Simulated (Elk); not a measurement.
# Magnetic state of AlFe3C from several starts, part 3 of 3

Wanted: the moments of AlFe3C and the energy of each order that was tried.

Elk 11.2.3 (patched build); LDA (Perdew-Wang); all-electron APW+lo, Dirac cores, scalar-relativistic bands.

So far, largest spin moment in the muffin-tin sphere (μB): step 2 (run 1 (ferro +++)) 0.786; step 3 (run 2 (ferri ++-)) 0.787.

## (6) Orbital moments

Level of this step: LDA (Perdew-Wang); all-electron APW+lo, Dirac cores, scalar-relativistic bands with second-variational spin-orbit coupling (Elk).

Orbital moments arise only with spin–orbit coupling, and measured moments hold them.

The run goes on from the saved lowest state, with the moments along the z axis of the cell.

File elk.in:

```
tasks
  1
  15

xctype
  3

rgkmax
  7.0

nempty
  14

swidth
  0.005

reducebf
  0.5

epsengy
  1e-05

maxscl
  100

lmaxi
  3

spinpol
  .true.

spinorb
  .true.

cmagz
  .true.

sppath
  './'

avec
  7.16163750426 0.00000000000 0.00000000000
  0.00000000000 7.16163750426 0.00000000000
  0.00000000000 0.00000000000 7.16163750426

atoms
  3
  'Al.in'
  1
  0.0000000000 0.0000000000 0.0000000000   0.000000 0.000000 0.000000
  'Fe.in'
  3
  0.0000000000 0.5000000000 0.5000000000   0.000000 0.000000 -0.000140
  0.5000000000 0.5000000000 0.0000000000   0.000000 0.000000 -0.000140
  0.5000000000 0.0000000000 0.5000000000   0.000000 0.000000 -0.000140
  'C.in'
  1
  0.5000000000 0.5000000000 0.5000000000   0.000000 0.000000 0.000000

ngridk
  6 6 6
```

On the command line:

```sh
$ OMP_NUM_THREADS=2 elk
```

Numbers of over 12 decimals in the logs are rounded to 6 here.

The program printed:

```text
Warning(linengy): could not find 1 linearisation energies in s.c. loop 2
Warning(linengy): could not find 1 linearisation energies in s.c. loop 3
Warning(linengy): could not find 1 linearisation energies in s.c. loop 4
Warning(linengy): could not find 1 linearisation energies in s.c. loop 5
Warning(linengy): could not find 1 linearisation energies in s.c. loop 6
Warning(linengy): could not find 1 linearisation energies in s.c. loop 7
Warning(linengy): could not find 1 linearisation energies in s.c. loop 8
Warning(linengy): could not find 1 linearisation energies in s.c. loop 9
Warning(linengy): could not find 1 linearisation energies in s.c. loop 10
Warning(linengy): could not find 1 linearisation energies in s.c. loop 11
Warning(linengy): could not find 1 linearisation energies in s.c. loop 12
Warning(linengy): could not find 1 linearisation energies in s.c. loop 13
Warning(gndstate): core states of species 1 leak from the muffin-tin :   0.4949480093E-03
Warning(chksvso): spin-orbit splittings by the second variation are low [figures from our tests cut]: local-orbitals by j (lorbdm 7 and 8, zora) mend levels alone
Warning(linengy): could not find 1 linearisation energies in s.c. loop 1

--- INFO.OUT ---
┌─────────────────────────┐
│ Elk code version 11.2.3 │
└─────────────────────────┘

All units are atomic (Hartree, Bohr, etc.)

┌──────────────────────────────────────────┐
│ Ground-state run resuming from STATE.OUT │
└──────────────────────────────────────────┘

Lattice vectors :
   7.161637504       0.000000000       0.000000000
   0.000000000       7.161637504       0.000000000
   0.000000000       0.000000000       7.161637504

Species : 1 (Al)
 parameters loaded from : Al.in
 name : aluminium
 nuclear charge    :   -13.00000000
 electronic charge :    13.00000000
 atomic mass :    49184.33496
 muffin-tin radius :    2.200000000
 number of radial points in muffin-tin :    397
 inner part over the whole radius :   0.9634586160E-02
 number on inner part of muffin-tin    :    276
 approximate nuclear radius :   0.5839653600E-04
 number of mesh points to nuclear radius :    122
 atomic positions (lattice), magnetic fields (Cartesian) :
  1 :   0.00000000  0.00000000  0.00000000    0.00000000  0.00000000  0.00000000

Species : 2 (Fe)
 parameters loaded from : Fe.in
 name : iron
 nuclear charge    :   -26.00000000
 electronic charge :    26.00000000
 atomic mass :    101799.2075
 muffin-tin radius :    2.017610716
 number of radial points in muffin-tin :    497
 inner part over the whole radius :   0.9941143945E-02
 number on inner part of muffin-tin    :    349
 approximate nuclear radius :   0.7160107270E-04
 number of mesh points to nuclear radius :    168
 atomic positions (lattice), magnetic fields (Cartesian) :
  1 :   0.00000000  0.50000000  0.50000000    0.00000000  0.00000000  0.00000000
  2 :   0.50000000  0.50000000  0.00000000    0.00000000  0.00000000  0.00000000
  3 :   0.50000000  0.00000000  0.50000000    0.00000000  0.00000000  0.00000000

Species : 3 (C)
 parameters loaded from : C.in
 name : carbon
 nuclear charge    :   -6.000000000
 electronic charge :    6.000000000
 atomic mass :    21894.16674
 muffin-tin radius :    1.513208037
 number of radial points in muffin-tin :    297
 inner part over the whole radius :   0.9734838905E-02
 number on inner part of muffin-tin    :    202
 approximate nuclear radius :   0.4747601631E-04
 number of mesh points to nuclear radius :     84
 atomic positions (lattice), magnetic fields (Cartesian) :
  1 :   0.50000000  0.50000000  0.50000000    0.00000000  0.00000000  0.00000000

Total number of atoms per unit cell :    5
Total muffin-tin volume :    162.3262022
 ratio of muffin-tin to unit cell volume :   0.4419281064

Spin treatment :
 spin-polarised
 spin-orbit coupling
 global magnetic field (Cartesian) :    0.000000000       0.000000000       0.000000000
 collinear magnetisation in z-direction

Number of Bravais lattice symmetries :   48
Number of crystal symmetries         :    8
Crystal has inversion symmetry
Real symmetric eigensolver will be used

k-point grid :      6     6     6
k-point offset :    0.000000000       0.000000000       0.000000000
k-point set is reduced with full crystal symmetry group
Total number of k-points :       44

Muffin-tin radius times maximum |G+k| :    7.000000000
 using average radius
Maximum |G+k| for APW functions       :    3.583847634
Maximum (1/2)|G+k|²                   :    6.421981930
Maximum |G| for potential and density :    12.00000000
Constant for pseudocharge density :    7
 order of it for each species :   14  14  14
 order of it for pair densities of each species (exact exchange by exxq0 0: 14) :   12  10   4
Radial integration step length :    1

G-vector grid sizes :     28    28    28
Number of G-vectors :    10827

Maximum angular momentum used for
 APW functions            :    8
 outer part of muffin-tin :    6
 inner part of muffin-tin :    3

Number of empty states         :     70
Total number of valence states :    202
Total number of core states    :     36

Third-order local-orbitals added for an l without core states : T
Total number of local-orbitals :     87

Exchange-correlation functional :      3     0     0
 Perdew-Wang/Ceperley-Alder, Phys. Rev. B 45, 13244 (1992)
 gradient requirement :    0
 local density approximation (LDA)

Smearing type :    3
 Fermi-Dirac
Smearing width :   0.5000000000E-02
Effective electronic temperature (K) :    1578.875124

Mixing type :    3
 Broyden mixing, J. Phys. A: Math. Gen. 17, L317 (1984)

Potential read in from STATE.OUT

┌──────────────────────────────┐
│ Self-consistent loop started │
└──────────────────────────────┘

[... earlier loops left out ...]

┌──────────────────┐
│ Loop number : 13 │
└──────────────────┘

Energies :
 Fermi                       :     0.348152
 sum of occupied eigenvalues :     -2348.5394676381
 electron kinetic            :      4140.7402659632
 core electron kinetic       :      3649.9399791549
 Coulomb                     :     -8048.4340089081
 Coulomb potential           :     -6246.0778777961
 nuclear-nuclear             :     -704.77184764836
 electron-nuclear            :     -8463.5061304967
 Hartree                     :      1119.8439692370
 Madelung                    :     -4925.3950700101
 xc potential                :     -243.16259581073
 xc effective B-field        :    -0.39260114875489E-01
 external B-field            :      0.000000
 exchange                    :     -175.71385184302
 correlation                 :     -8.088168
 electron entropic           :    -0.12610152077362E-01
 total energy                :     -4091.5083733329
 (external B-field energy excluded from total)

Density of states at Fermi energy :    157.4623217
 (states/Hartree/unit cell)

Estimated indirect band gap :   0.1025665064E-03
 from k-point 35 to k-point 38
Estimated direct band gap   :   0.1395645978E-02
 at k-point 13

Charges :
 core                        :    36.00000000
 valence                     :    61.00000000
 interstitial                :    8.427416646
 muffin-tins (core leakage)
  species : 1 (Al)
   atom 1                    :    11.22810960     (  0.4949480093E-03)
  species : 2 (Fe)
   atom 1                    :    24.26708664     ( -0.3455783277E-05)
   atom 2                    :    24.26712635     ( -0.3455781961E-05)
   atom 3                    :    24.26708664     ( -0.3455783277E-05)
  species : 3 (C)
   atom 1                    :    4.543174125     (  0.4478914873E-04)
 total in muffin-tins        :    88.57258335
 total calculated charge     :    96.99924288
 total charge                :    97.00000000
 error                       :   0.7571184471E-03

Moments :
 interstitial                :  -0.1870682334E-01
 muffin-tins
  species : 1 (Al)
   atom 1                    :  -0.4472860656E-01
  species : 2 (Fe)
   atom 1                    :   0.7864829173
   atom 2                    :   0.7866705483
   atom 3                    :   0.7864829173
  species : 3 (C)
   atom 1                    :  -0.5801680473E-01
 total in muffin-tins        :    2.256890972
 total moment                :    2.238184148

┌──────────────────────────────┐
│ Self-consistent loop stopped │
└──────────────────────────────┘

Warning : core states of species 1 leak from the muffin-tin :   0.4949480093E-03

Wrote STATE.OUT
```

Wall time 5.4 min (2 threads of Arm Neoverse V1, shared host); peak memory 0.23 GiB; 11 min of CPU time.

Spin moment in the muffin-tin sphere by atom:

```csv
atom,spin moment in the muffin-tin sphere (μB)
Al1,-0.045
Fe2,0.786
Fe3,0.787
Fe4,0.786
C5,-0.058
```

Read from the output:

* density of states at the Fermi level: 5.787 states/eV/cell
* moment between the spheres: -0.01871 μB
* magnetization: 2.238 μB
* final state: ferromagnetic

Orbital moment <L> in the sphere by atom:

```csv
atom,x (μB),y (μB),z (μB),size
Al1,0.0000,0.0000,0.0000,0.0000
Fe2,0.0000,0.0000,0.0195,0.0195
Fe3,0.0000,0.0000,0.0554,0.0554
Fe4,0.0000,0.0000,0.0195,0.0195
C5,0.0000,0.0000,0.0000,0.0000
```

## (7) Summary of results

```json
{"lowest state found": "ferromagnetic (typed ferro +++)", "largest site moment": "0.786 μB", "next state": "non-magnetic, 11.1 meV a seeded atom higher", "energy gained by spin polarisation": "11.1 meV a seeded atom", "with spin–orbit coupling: largest spin moment and its orbital moment": "0.787 and 0.0554 μB"}
```

The lowest state found is ferromagnetic, reached from the start ferro +++, with moments up to 0.786 μB. All starts that keep moments end in one and the same state, so no two orders were compared. Spin polarisation gains little. 1 start left the typed pattern (a sign turned or a seeded moment died), so such an energy belongs to the state reached, not the one typed. The orbital moment is parallel to the spin. Only 3 starts are shown; other collinear patterns, canted and longer-period orders are not. A linearisation energy was not found in some loops, which can move the energies.

[Logs and program files are shortened in this print: banners, set-up blocks, solver, clock and traceback lines can be left out without a mark of their own.]

[Logs are printed without paths, hosts, clocks, repeated set-up lines and the standing remarks that a program may print on its own settings, such as how far it seeks lower states.]

[Hosts, paths, dates, database ids (printed as entryN), source tags and the programs' standing remarks are cut or masked in the printed files.]

[Where a cell is said to come from a database of computed structures, the database is the Materials Project.]
